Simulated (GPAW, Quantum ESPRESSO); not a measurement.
# Sn K ELNES/XANES of SnO2 (Cassiterite, P4_2/mnm) from DFT, part 5 of 6

Aim: the Sn K edge of SnO2 (Cassiterite, P4_2/mnm) by two routes, a Lanczos recursion (XSpectra) and a sum over empty bands (GPAW), to see which features are robust.

Quantum ESPRESSO 7.5 and GPAW 26.7.0; core-hole supercells, plane-wave PAW PBE.

So far. Step 10 (The field without a hole (GPAW)): The mesh shows a gap of 1.28 eV, so the hole is first treated in a charged cell, without the excited electron. Step 11 (Spectrum without a core hole, Sn atom 1 (GPAW)): Main maxima below 30 eV (height): 10.8 eV (1.55). 

**13. Spectrum with FCH, Sn atom 1 (GPAW)**

Level of this step: X-ray absorption from dipole matrix elements to empty bands, plane-wave PAW PBE (GPAW).

The holes are 6.7 Å apart. The excited electron is left out and a uniform background balances the charge. After the field has converged, empty bands are computed with the density fixed and the dipole matrix elements are summed.

The input, xas.py:

```python
import numpy as np
from ase import Atoms
from ase.parallel import parprint, paropen
from gpaw import GPAW, PW, FermiDirac, Mixer, MixerDif, setup_paths
from gpaw.test import gen
setup_paths.insert(0, '.')
gen('Sn', name='fch1s', xcname='PBE', corehole=(1, 0, 1), write_xml=True)
from gpaw.mpi import world
world.barrier()

atoms = Atoms('Sn8O16',
    cell=[[-4.738, 4.738, 0],
     [-4.738, -4.738, 0],
     [4.738, 0, 6.373]],
    scaled_positions=[[0.125, 0.625, 0.25],
     [0.625, 0.125, 0.25],
     [0.375, 0.875, 0.75],
     [0.875, 0.375, 0.75],
     [0, 0, 0],
     [0.5, 0.5, 0],
     [0.25, 0.25, 0.5],
     [0.75, 0.75, 0.5],
     [0.8179, 0.625, 0.25],
     [0.3179, 0.125, 0.25],
     [0.0679, 0.875, 0.75],
     [0.5679, 0.375, 0.75],
     [0, 0.3071, 0],
     [0.5, 0.8071, 0],
     [0.25, 0.5571, 0.5],
     [0.75, 0.0571, 0.5],
     [0.4321, 0.625, 0.25],
     [0.9321, 0.125, 0.25],
     [0.6821, 0.875, 0.75],
     [0.1821, 0.375, 0.75],
     [0, 0.6929, 0],
     [0.5, 0.1929, 0],
     [0.25, 0.9429, 0.5],
     [0.75, 0.4429, 0.5]],
    pbc=True)
atoms.calc = calc = GPAW(legacy_gpaw=True, mode=PW(500, force_complex_dtype=True), xc='PBE', setups={0: 'fch1s'},
    kpts={'size': (3, 3, 3), 'gamma': True}, occupations=FermiDirac(0.02),
    charge=0, mixer=Mixer(0.1, 5, 50), maxiter=150,
    convergence={'density': 0.0001, 'eigenstates': 1e-6}, txt='scf.txt')
energy = atoms.get_potential_energy() + calc.get_reference_energy()
ef = calc.get_fermi_level()
out = dict(energy=energy, fermi=ef, forces=atoms.get_forces().tolist())
parprint(f'all-electron energy {energy:.4f} eV, Fermi level {ef:.4f} eV')
ev = np.array([[calc.get_eigenvalues(k, s) for k in range(len(calc.get_ibz_k_points()))] for s in range(calc.get_number_of_spins())])
out['homo'], out['lumo'], out['counts'] = ev[ev < ef].max(), ev[ev > ef].min(), sorted(set((ev < ef).sum((0, 2)).tolist()))
out['filled'] = (ev[:, 0] < ef).sum(1).tolist()

from ase.units import Ha
from gpaw.xas import dipole_matrix_elements
nb = int(calc.get_number_of_electrons() / 2) + 173
top, nb = nb, nb + 8 + nb // 12
nscf = calc.fixed_density(kpts={'size': (4, 4, 4), 'gamma': True}, nbands=nb,
    convergence={'bands': top, 'eigenstates': 5e-3}, maxiter=60, txt='nscf.txt')
cell = atoms.cell.array
ops = [cell.T @ U.T @ np.linalg.inv(cell.T) for U in nscf.wfs.kd.symmetry.op_scc]
filled = [104]  # bands filled in the ground state, by spin
E = np.arange(-6, 34, 0.1)
fwhm = np.interp(E, [4, 25], [8.49, 8.49])
Y, X, zero, highest = 0, 0, 1e9, 1e9
for spin in range(nscf.get_number_of_spins()):
    wfs = nscf.wfs
    mine = wfs.bd.get_slice()  # this rank's bands
    A = dipole_matrix_elements(wfs.setups[0])
    eps = np.zeros((wfs.kd.nibzkpts, nb))
    d = np.zeros((3, A.shape[1], wfs.kd.nibzkpts, nb), complex)
    for kpt in wfs.kpt_u:
        if kpt.s == spin and 0 in kpt.P_ani:
            eps[kpt.k, mine] = kpt.eps_n * Ha
            d[:, :, kpt.k, mine] = (kpt.weight * wfs.nspins / 2) ** 0.5 * np.inner(A, kpt.P_ani[0])
    world.sum(eps)
    world.sum(d)
    T = np.einsum('amkn,bmkn->abkn', d, d.conj()).real
    T = sum(np.einsum('ai,ijkn,bj->abkn', R, T, R) for R in ops) / len(ops)
    empty = np.ones_like(eps, bool) & (np.arange(nb) >= filled[spin])
    zero, highest = min(zero, eps[empty].min()), min(highest, eps[:, top - 1].min())
    lines = [(eps, T, empty)] if spin == 0 else lines + [(eps, T, empty)]
for eps, T, empty in lines:
    f = np.einsum('aakn->akn', T).reshape(3, -1)
    x = eps.ravel() - zero
    w = np.interp(x, E, fwhm) / 2.35482
    g = np.exp(-0.5 * ((E[:, None] - x) / w) ** 2) / (w * (2 * np.pi) ** 0.5)
    Y = Y + (f * empty.ravel()) @ g.T
    X = X + (f * ~empty.ravel()) @ g.T
out.update(E=E.round(2).tolist(), xas=Y.tolist(), xes=X.tolist(), zero=zero, valid=highest - zero, nk=len(eps), nb=nb)
for i in range(0, len(E), 10):
    parprint(f'{E[i]:7.2f}', *(f'{v:10.3e}' for v in Y[:, i]))
import json
with paropen('out.json', 'w') as f:
    json.dump(out, f)
```

Started as:

```console
$ OMP_NUM_THREADS=1 mpirun -n 4 gpaw python xas.py
```

Numbers of over 12 decimals in the logs are rounded to 6 here.

The log of the run:

```text
Input parameters:
  convergence: {density: 0.0001,
                eigenstates: 1e-06}
  kpts: {gamma: True,
         size: (3, 3, 3)}
  maxiter: 150
  mixer: {backend: pulay,
          beta: 0.1,
          method: separate,
          nmaxold: 5,
          weight: 50}
  mode: {ecut: 500.0,
         force_complex_dtype: True,
         name: pw}
  occupations: {fixmagmom: False,
                name: fermi-dirac,
                width: 0.02}
  setups: {0: fch1s}
  xc: PBE

Initialize ...

[... PAW data sets ...]

Reference energy: -1347439.610176  # eV

Spin-paired calculation

[... convergence settings ...]
Symmetries present (total): 4
  [... symmetry matrices ...]

27 k-points: 3 x 3 x 3 Monkhorst-Pack grid
8 k-points in the irreducible part of the Brillouin zone
       k-points in crystal coordinates                weights
   0:     0.00000000    0.00000000    0.00000000          1/27
   1:     0.00000000    0.00000000    0.33333333          2/27
   2:     0.00000000    0.33333333    0.00000000          4/27
   3:     0.00000000    0.33333333    0.33333333          2/27
   4:     0.33333333    0.00000000    0.00000000          4/27
   5:     0.33333333    0.00000000    0.33333333          2/27
   6:     0.33333333    0.33333333   -0.33333333          4/27
   7:     0.33333333    0.33333333    0.33333333          8/27

Wave functions: Plane wave expansion
  Cutoff energy: 500.000 eV
  Number of coefficients (min, max): 7256, 7295
  Pulay-stress correction: 0.000000 eV/Ang^3 (de/decut=0.000000)
  Using FFTW library
  Wavefunction extrapolation:
    Improved wavefunction reuse through dual PAW basis

Occupation numbers: Fermi-Dirac:
  width: 0.0200  # eV

Eigensolver
   Davidson(niter=2)

Densities:
  Coarse grid: 42*42*42 grid
  Fine grid: 84*84*84 grid
  Total Charge: 1.000000

Density mixing:
  Method: separate
  Backend: pulay
  Linear mixing parameter: 0.1
  old densities: 5
  Width of damping distribution: 1.1
  Damping of long wavelength oscillations: 50

[... Hamiltonian set-up ...]
Number of atoms: 24
Number of atomic orbitals: 136
Number of bands in calculation: 129
Number of valence electrons: 208
Bands to converge: occupied

... initialized

Initializing position-dependent things.

Density initialized from atomic densities
Creating initial wave functions:
  129 bands from LCAO basis set

                    Sn O
                       O
               O Sn       O
             Sn  O  O   Sn
           O        On O
              O
               O Sn
             Sn         Sn
        O           O
              O

Atomic positions and initial magnetic moments

Positions:
   0 Sn    -2.369000   -2.369000    1.593250    ( 0.0000,  0.0000,  0.0000)
   1 Sn    -2.369000    2.369000    1.593250    ( 0.0000,  0.0000,  0.0000)
   2 Sn    -2.369000   -2.369000    4.779750    ( 0.0000,  0.0000,  0.0000)
   3 Sn    -2.369000    2.369000    4.779750    ( 0.0000,  0.0000,  0.0000)
   4 Sn     0.000000    0.000000    0.000000    ( 0.0000,  0.0000,  0.0000)
   5 Sn    -4.738000    0.000000    0.000000    ( 0.0000,  0.0000,  0.0000)
   6 Sn     0.000000    0.000000    3.186500    ( 0.0000,  0.0000,  0.0000)
[...]
21 O     -3.282960    1.455040    0.000000    ( 0.0000,  0.0000,  0.0000)
  22 O     -3.282960   -3.282960    3.186500    ( 0.0000,  0.0000,  0.0000)
  23 O     -3.282960    1.455040    3.186500    ( 0.0000,  0.0000,  0.0000)

Unit cell:
           periodic     x           y           z      points  spacing
  1. axis:    yes   -4.738000    4.738000    0.000000    42     0.1412
  2. axis:    yes   -4.738000   -4.738000    0.000000    42     0.1412
  3. axis:    yes    4.738000    0.000000    6.373000    42     0.1517

  Lengths:   6.700544   6.700544   7.941270
  Angles:  114.953407 114.953407  90.000000

Effective grid spacing dv^(1/3) = 0.1569

iter:   1  -186.788903
iter:   2  -175.714509   -0.70  -0.90
iter:   3  -164.195268   -0.41  -1.01
iter:   4  -164.561080   -1.36  -1.39
iter:   5  -164.151950   -2.08  -1.65
iter:   6  -164.112712   -2.75  -2.32
iter:   7  -164.092428c  -3.42  -2.46
iter:   8  -164.091075c  -3.88  -2.77
iter:   9  -164.090348c  -4.47  -2.99
iter:  10  -164.089906c  -5.06  -3.13
iter:  11  -164.089919c  -5.04  -3.47
iter:  12  -164.089863c  -6.18c -3.80
iter:  13  -164.089854c  -6.70c -4.04c

Converged after 13 iterations.

Dipole moment: (0.320033, -0.701478, -0.267922) |e|*Ang

Energy contributions relative to reference atoms: (reference = -1347439.610176)

Kinetic:       +226.081187
Potential:     -204.867619
External:        +0.000000
XC:            -183.188804
Entropy (-ST):   -0.000000
Local:           -2.114618
SIC:             +0.000000
--------------------------
Free energy:   -164.089854
Extrapolated:  -164.089854

Showing only first 2 kpts
 Kpt  Band  Eigenvalues  Occupancy
  0   102      5.54454    2.00000
  0   103      6.17849    2.00000
  0   104      6.98884    0.00000
  0   105      9.93511    0.00000

  1   102      5.51440    2.00000
  1   103      5.97961    2.00000
  1   104      8.30825    0.00000
[...]
Fermi level: 6.57909

Gap: 0.810 eV
Transition (v -> c):
  (s=0, k=0, n=103, [0.00, 0.00, 0.00]) -> (s=0, k=0, n=104, [0.00, 0.00, 0.00])
No difference between direct/indirect transitions

Forces in eV/Ang:
  0 Sn    0.00000    0.00000   -0.00000
  1 Sn    0.00000    0.00000   -0.00000
  2 Sn    0.00000    0.00000    1.01179
  3 Sn    0.00000    0.00000   -1.01178
  4 Sn    0.00000   -0.00000    0.12973
  5 Sn    0.00000    0.00000   -0.95821
  6 Sn    0.00000    0.00000   -0.12974
[...]
21 O    -0.31011   -0.31011    0.00711
 22 O     0.62684    0.62684   -1.39332
 23 O    -0.31014   -0.31014   -0.00711
Scalar-relativistic atomic PBE calculation for Sn (Tin, Z=50)
Core hole in 1s state (1s occupation: 1.0)
750 radial gridpoints.
|------------------------------------------------|
|------------------------------------------------|
[... the atom generator's iteration count ...]

Energy contributions:
-------------------------
Kinetic:    +5281.675748
XC:          -147.974817
Potential: -10231.240618
-------------------------
Total:      -5097.539687

state      eigenvalue         ekin         rmax
-----------------------------------------------
1s^1.0 : -1089.511244  1370.813946        0.019
2s^2.0 :  -167.522797   290.736371        0.105
2p^6.0 :  -152.186234   277.695114        0.083
3s^2.0 :   -33.123201    83.706648        0.302
3p^6.0 :   -27.850321    78.230950        0.294
3d^10.0:   -19.321163    71.607933        0.244
4s^2.0 :    -5.701183    22.788827        0.728
4p^6.0 :    -4.049662    19.597950        0.763
4d^10.0:    -1.553351    13.583625        0.846
5s^2.0 :    -0.750245     3.448212        1.888
5p^2.0 :    -0.441742     2.221010        2.253
-----------------------------------------------
(units: Bohr and Hartree)

Generating PAW setup
Kinetic energy of the core from tauc = 5267.495323051005
Cutoffs:
rc(s)=2.270
rc(p)=2.400
rc(d)=2.240
rc(vbar)=2.250
rc(comp)=2.260
rc(nct)=2.400

Kinetic energy of the core states: 5134.501051
Charge: 1.0
Core electrons: 35.0
Valence electrons: 14.0
Pseudo-core charge: 0.217867
Shape function alpha=1.958
Pseudo-electron charge 6.326416
state    eigenvalue         norm
--------------------------------
5s(2) :    -0.750245     1.220169
*s    :     0.249755
5p(2) :    -0.441742     1.046906
*p    :     0.558258
4d(10):    -1.553351     0.157440
*d    :    -0.553351
--------------------------------

Diagonalizing with gridspacing h=0.050

state   all-electron     PAW
-------------------------------
5s:      -0.750245    -0.750982
5p:      -0.441742    -0.443059
4d:      -1.553351    -1.554089
*f:                   -0.026881
-------------------------------
<dir> UserWarning: Initial realspace grid (35,35,42) inconsistent with symmetries.
  warnings.warn(
<dir> UserWarning: Using symmetrized grid: (42,42,42).

  warnings.warn('Using symmetrized grid: ({},{},{}).\n'.format(*N_c))
<dir> UserWarning: Initial realspace grid (35,35,42) inconsistent with symmetries.
  warnings.warn(
<dir> UserWarning: Initial realspace grid (35,35,42) inconsistent with symmetries.
  warnings.warn(
<dir> UserWarning: Using symmetrized grid: (42,42,42).

  warnings.warn('Using symmetrized grid: ({},{},{}).\n'.format(*N_c))
<dir> UserWarning: Using symmetrized grid: (42,42,42).

  warnings.warn('Using symmetrized grid: ({},{},{}).\n'.format(*N_c))
<dir> UserWarning: Initial realspace grid (35,35,42) inconsistent with symmetries.
  warnings.warn(
<dir> UserWarning: Using symmetrized grid: (42,42,42).

  warnings.warn('Using symmetrized grid: ({},{},{}).\n'.format(*N_c))
all-electron energy -1347603.7000 eV, Fermi level 6.5791 eV
[...]
31.00  9.845e-09  9.845e-09  7.842e-09
  32.00  9.221e-09  9.221e-09  7.336e-09
  33.00  8.791e-09  8.791e-09  7.000e-09
```

The job ended after 6.9 min (4 MPI ranks of Arm Neoverse V1, shared host; peak memory 0.83 GiB; 28 min of CPU time).

The Sn K spectrum, Sn atom 1, full core hole (charged cell) (energy from the lowest empty level; intensity scaled to a mean of 1 over the first 20 eV; polarised curves are means over the symmetry-equivalent atoms):

```tsv
E (eV)	isotropic	ε ⊥ c	ε ∥ c
-2.0	0.09	0.11	0.06
-1.5	0.13	0.15	0.08
-1.0	0.16	0.19	0.11
-0.5	0.21	0.25	0.14
0.0	0.27	0.31	0.18
0.5	0.34	0.39	0.23
1.0	0.41	0.47	0.29
1.5	0.50	0.57	0.36
2.0	0.59	0.67	0.44
2.5	0.70	0.78	0.53
3.0	0.81	0.89	0.63
3.5	0.92	1.00	0.74
4.0	1.03	1.12	0.86
4.5	1.14	1.22	0.98
5.0	1.24	1.31	1.10
5.5	1.33	1.39	1.22
6.0	1.41	1.46	1.33
6.5	1.48	1.50	1.43
7.0	1.53	1.53	1.52
7.5	1.56	1.54	1.59
8.0	1.57	1.53	1.64
8.5	1.56	1.50	1.67
9.0	1.53	1.46	1.68
9.5	1.49	1.41	1.67
10.0	1.44	1.34	1.64
10.5	1.38	1.28	1.59
11.0	1.31	1.20	1.52
11.5	1.24	1.13	1.45
12.0	1.16	1.06	1.37
12.5	1.09	1.00	1.28
13.0	1.02	0.94	1.19
13.5	0.96	0.88	1.11
14.0	0.90	0.83	1.03
14.5	0.85	0.79	0.96
15.0	0.80	0.76	0.89
15.5	0.76	0.73	0.84
16.0	0.73	0.70	0.79
16.5	0.70	0.68	0.75
17.0	0.68	0.66	0.72
17.5	0.66	0.64	0.69
18.0	0.64	0.63	0.67
18.5	0.63	0.62	0.66
19.0	0.62	0.61	0.64
19.5	0.61	0.60	0.63
20.0	0.60	0.60	0.62
20.5	0.60	0.59	0.61
21.0	0.59	0.59	0.60
21.5	0.59	0.59	0.59
22.0	0.59	0.59	0.58
22.5	0.59	0.59	0.58
23.0	0.58	0.59	0.57
23.5	0.58	0.60	0.56
24.0	0.58	0.60	0.55
24.5	0.58	0.60	0.54
25.0	0.58	0.60	0.53
25.5	0.57	0.60	0.52
26.0	0.57	0.59	0.51
26.5	0.56	0.59	0.50
27.0	0.55	0.58	0.49
27.5	0.54	0.57	0.47
28.0	0.52	0.55	0.46
28.5	0.50	0.54	0.44
29.0	0.49	0.52	0.42
29.5	0.47	0.50	0.40
30.0	0.45	0.48	0.39
30.5	0.43	0.47	0.37
31.0	0.42	0.45	0.36
31.5	0.40	0.43	0.35
32.0	0.39	0.42	0.33
```

Main maxima below 29 eV (height): 8.0 eV (1.57). 

(Part 5 of 6 ends here.)

[Banner, clock and machine lines of the logs are left out without a mark of their own.]

[Logs are printed without paths, hosts, clocks, repeated set-up lines and the standing remarks that a program may print on its own settings, such as how far it seeks lower states.]

[Hosts, paths, dates, database ids (printed as entryN), source tags and the programs' standing remarks are cut or masked in the printed files.]

[Lists of maxima count a maximum above −3 eV only where it reaches 4 % of the highest in the window and stands out from its surroundings by 2 % of it (1.5 % where it reaches 55 %); shoulders and weaker maxima are passed over, and of the rest the first, up to two pre-edge ones and the few strongest are named.]
